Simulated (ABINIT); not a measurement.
# SnSe2 (P-3m1): third-order response, part 3 of 3

Wanted: vibrational spectra of SnSe2 (P-3m1) from linear and non-linear response.

ABINIT 10.8.3; DFT LDA, scalar-relativistic, plane waves, HGH norm-conserving pseudopotentials.

So far. Step 6 (Zone-centre response): The acoustic modes at Γ come out as far as 3.1 cm⁻¹ from zero, where they should vanish, a small numerical error; the Born charges miss their sum rule by 0.43 e, too much: mesh or cutoff is short for the field response. Step 7 (Modes with the sum rule): Before neutrality was imposed the Born charges missed it by 0.43 e, so ε₀, the LO modes and the intensities above are not converged in mesh or cutoff. The relaxed cell has a = 3.796, c = 5.880 Å (conventional setting).

## (8) Sum rules set otherwise (asr 0)

Without the rule the raw error of the acoustic modes shows.

Contents of anaddb.abi:

```
ddb_filepath "gamma_DDB"
output_file "anaddb.abo"
outdata_prefix "anaddb"
asr 0
chneut 0
enunit 2
eivec 1
nph1l 1
qph1l 0.0 0.0 0.0 1.0
dieflag 1
nph2l 3
qph2l 
    1.0 0.0 0.0 0.0
    0.0 0.0 1.0 0.0
    1.0 1.0 1.0 0.0
nlflag 1
ramansr 1
alphon 1
prtmbm 1
```

Contents of mrgddb.in:

```
gamma_DDB
merged
3
dfpt_gammao_DS2_DDB
dfpt_gammao_DS3_DDB
gso_DDB
```

Launch:

```
> mrgddb < mrgddb.in > mrgddb.log
> OMP_NUM_THREADS=1 anaddb anaddb.abi > anaddb.log
```

anaddb.abo, the main output file:

```text
[banners, grids, parts of the stress and lines that vanish by symmetry left out]
-outvars_anaddb: echo values of input variables ----------------------

 Flags :
[...]
Dielectric Tensor and Effective Charges
[...]
Effective charge tensors after
[...]
1          1        0.000000000       -0.000000000       -0.000000000
[...]
1          2        0.000000000       -0.000000000       -0.000000000
[...]
1          3       -0.000000000        0.000000000        0.000000001
[...]
2          1       -0.000000000       -0.104107661        0.112274148
[...]
2          2       -0.104107661        0.000000000       -0.000000000
[...]
2          3        0.567802373       -0.000000000        0.000000001
[...]
3          1        0.000000000        0.104107661       -0.112274148
[...]
3          2        0.104107661        0.000000000       -0.000000000
[...]
3          3       -0.567802373        0.000000000       -0.000000002
[...]
Phonon wavevector (reduced coordinates) :  0.00000  0.00000  0.00000
 Phonon energies in Hartree :
[...]
Phonon energies in meV     :
-  1.683115E-01  3.807368E-01  3.807368E-01  1.565223E+01  1.565223E+01
-  1.758211E+01  1.758211E+01  2.271958E+01  2.997518E+01
 Phonon frequencies in cm-1    :
-  1.357524E+00  3.070849E+00  3.070849E+00  1.262437E+02  1.262437E+02
-  1.418093E+02  1.418093E+02  1.832457E+02  2.417661E+02
 Phonon frequencies in Thz     :
-  4.069753E-02  9.206174E-02  9.206174E-02  3.784692E+00  3.784692E+00
-  4.251335E+00  4.251335E+00  5.493569E+00  7.247967E+00
 Phonon energies in Kelvin  :
-  1.953173E+00  4.418267E+00  4.418267E+00  1.816366E+02  1.816366E+02
-  2.040319E+02  2.040319E+02  2.636497E+02  3.478475E+02
[...]
-  1  0.00000000E+00  1.40888086E-03  0.00000000E+00
-     0.00000000E+00  0.00000000E+00  0.00000000E+00
-  2  0.00000000E+00  1.40772190E-03  0.00000000E+00
-     0.00000000E+00  0.00000000E+00  0.00000000E+00
-  3  0.00000000E+00  1.40772190E-03  0.00000000E+00
-     0.00000000E+00  0.00000000E+00  0.00000000E+00
[...]
-  1  1.40888086E-03  0.00000000E+00  0.00000000E+00
-     0.00000000E+00  0.00000000E+00  0.00000000E+00
-  2  1.40772190E-03  0.00000000E+00  0.00000000E+00
-     0.00000000E+00  0.00000000E+00  0.00000000E+00
-  3  1.40772190E-03  0.00000000E+00  0.00000000E+00
-     0.00000000E+00  0.00000000E+00  0.00000000E+00
[...]
-  1  0.00000000E+00  0.00000000E+00  0.00000000E+00
-     0.00000000E+00  0.00000000E+00  0.00000000E+00
-  2  0.00000000E+00 -1.86380890E-03  0.00000000E+00
-     0.00000000E+00  0.00000000E+00  0.00000000E+00
-  3  0.00000000E+00  1.86380890E-03  0.00000000E+00
-     0.00000000E+00  0.00000000E+00  0.00000000E+00
[...]
-  1  0.00000000E+00  0.00000000E+00  0.00000000E+00
-     0.00000000E+00  0.00000000E+00  0.00000000E+00
[...]
-     0.00000000E+00  0.00000000E+00  0.00000000E+00
[...]
-     0.00000000E+00  0.00000000E+00  0.00000000E+00
[...]
-     0.00000000E+00  0.00000000E+00  0.00000000E+00
[...]
-     0.00000000E+00  0.00000000E+00  0.00000000E+00
[...]
-     2         -0.246152     0.000000     0.000000     0.246152
-     3         -0.000000     0.246152     0.000000     0.246152
-     4          0.000000    -0.000000     0.000000     0.000000
-     5         -0.000000    -0.000000     0.000000     0.000000
-     6          6.519595     0.000000     0.000000     6.519595
-     7          0.000000     6.519595     0.000000     6.519595
[...]
-   2     Real    3.6041E-07  0.0000E+00  0.0000E+00  0.0000E+00  0.0000E+00  0.0000E+00  3.6041E-07
[...]
-   3     Real    0.0000E+00  3.6041E-07  0.0000E+00  0.0000E+00  0.0000E+00  0.0000E+00  3.6041E-07
[...]
-   4     Real    0.0000E+00  0.0000E+00  0.0000E+00  0.0000E+00  0.0000E+00  0.0000E+00  0.0000E+00
[...]
-   5     Real    0.0000E+00  0.0000E+00  0.0000E+00  0.0000E+00  0.0000E+00  0.0000E+00  0.0000E+00
[...]
-   6     Real    2.3890E-04  0.0000E+00  0.0000E+00  0.0000E+00  0.0000E+00  0.0000E+00  2.3890E-04
[...]
-   7     Real    0.0000E+00  2.3890E-04  0.0000E+00  0.0000E+00  0.0000E+00  0.0000E+00  2.3890E-04
[...]
Phonon at Gamma, with non-analyticity in the
[...]
Phonon energies in Hartree :
[...]
Phonon energies in meV     :
-  1.683115E-01  3.807368E-01  6.086076E-01  1.565223E+01  1.565223E+01
[...]
Phonon frequencies in cm-1    :
-  1.357524E+00  3.070849E+00  4.908751E+00  1.262437E+02  1.262437E+02
[...]
Phonon frequencies in Thz     :
-  4.069753E-02  9.206174E-02  1.471607E-01  3.784692E+00  3.784692E+00
[...]
Phonon energies in Kelvin  :
-  1.953173E+00  4.418267E+00  7.062598E+00  1.816366E+02  1.816366E+02
[...]
Phonon at Gamma, with non-analyticity in the
[...]
Phonon energies in Hartree :
[...]
Phonon energies in meV     :
-  1.687745E-01  3.807368E-01  3.807368E-01  1.565223E+01  1.565223E+01
[...]
Phonon frequencies in cm-1    :
-  1.361258E+00  3.070849E+00  3.070849E+00  1.262437E+02  1.262437E+02
[...]
Phonon frequencies in Thz     :
-  4.080949E-02  9.206174E-02  9.206174E-02  3.784692E+00  3.784692E+00
[...]
Phonon energies in Kelvin  :
-  1.958547E+00  4.418267E+00  4.418267E+00  1.816366E+02  1.816366E+02
[...]
Phonon at Gamma, with non-analyticity in the
[...]
Phonon energies in Hartree :
[...]
Phonon energies in meV     :
-  1.683475E-01  3.807368E-01  5.707079E-01  1.565223E+01  1.565223E+01
[...]
Phonon frequencies in cm-1    :
-  1.357815E+00  3.070849E+00  4.603070E+00  1.262437E+02  1.262437E+02
[...]
Phonon frequencies in Thz     :
-  4.070626E-02  9.206174E-02  1.379966E-01  3.784692E+00  3.784692E+00
-  4.251335E+00  5.399983E+00  5.493569E+00  7.390947E+00
 Phonon energies in Kelvin  :
-  1.953592E+00  4.418267E+00  6.622790E+00  1.816366E+02  1.816366E+02
-  2.040319E+02  2.591583E+02  2.636497E+02  3.547095E+02
[...]
-  1  0.00000000E+00  0.00000000E+00  0.00000000E+00
[...]
-  2  0.00000000E+00 -1.86380890E-03  0.00000000E+00
[...]
-  3  0.00000000E+00  1.86380890E-03  0.00000000E+00
[...]
-  1  0.00000000E+00  0.00000000E+00  0.00000000E+00
[...]
-  2  1.86380890E-03  0.00000000E+00  0.00000000E+00
-     0.00000000E+00  0.00000000E+00  0.00000000E+00
-  3 -1.86380890E-03  0.00000000E+00  0.00000000E+00
-     0.00000000E+00  0.00000000E+00  0.00000000E+00
[...]
-         0.008635578      -0.000000020       0.000000022
-        -0.000000020      -0.008635578      -0.009312976
-         0.000000022      -0.009312976      -0.000000000
[...]
-        -0.000000020      -0.008635578       0.009312976
-        -0.008635578       0.000000020       0.000000022
-         0.009312976       0.000000022       0.000000000
[...]
Direction                     Dielectric constant
[...]
0.00000   0.00000   1.00000     14.86902360
   1.00000   1.00000   1.00000     24.97805321
-
```

It took 0.67 s on 1 thread of Arm Neoverse V1, shared host.

Numbers from this step:

- mean static dielectric constant: 24.97

Zone-centre frequencies as printed; negative means imaginary. Modes:

```tsv
mode	frequency (cm⁻¹)
1	1.36
2	3.07
3	3.07
4	126.2
5	126.2
6	141.8
7	141.8
8	183.2
9	241.8
```

## (9) Results

```
space group after relaxation                                                            : P-3m1
volume per atom                                                                         : 24.5 Å³
highest optical zone-centre mode (no LO-TO term)                                        : 241.8 cm⁻¹
lowest optical zone-centre mode                                                         : 126.2 cm⁻¹
highest mode moved by the LO-TO term (probably not converged in the k mesh)             : 252.2 cm⁻¹
mean high-frequency dielectric constant (probably not converged in the k mesh)          : 14.9
largest Born charge in size (third of the trace) (probably not converged in the k mesh) : 4.39 e
mean static dielectric constant (probably not converged in the k mesh)                  : 24.8
imaginary optical modes at the zone centre (no q mesh in this session)                  : none
```

What this shows: The largest Raman activity of SnSe2 (P-3m1) lies at 183 cm⁻¹. At the LDA level the optical modes of SnSe2 (P-3m1) at the zone centre (no LO-TO term) run from 126 to 242 cm⁻¹. The base run prints -1.1 GPa, mostly the error of a finite basis; the relaxation, with a smoothed and higher cutoff, had brought the cell to rest. Along the directions run, the highest mode that the macroscopic field moves lies at 252 cm⁻¹. Lattice motion raises the mean dielectric constant from 14.89 to 24.83. The Born charges miss their sum rule by 0.43 e, a sign that the k mesh or the cutoff is short for the field response. The Raman intensities rest on static tensors of the transverse modes; green light lies near or above this gap, where resonance changes them. ε∞, the Born charges and what follows from them are probably not converged in the k mesh. These are harmonic frequencies at zero temperature: anharmonic shifts and linewidths and thermal expansion are left out. The HGH files keep few electrons and have no core correction, which is cheap but rough for Sn.

[Host names and launcher messages were left out of these logs when they were recorded.]

[Logs are printed without paths, hosts, clocks, repeated set-up lines and the standing remarks that a program may print on its own settings, such as how far it seeks lower states.]

[Hosts, paths, dates, database ids (printed as entryN), source tags and the programs' standing remarks are cut or masked in the printed files.]
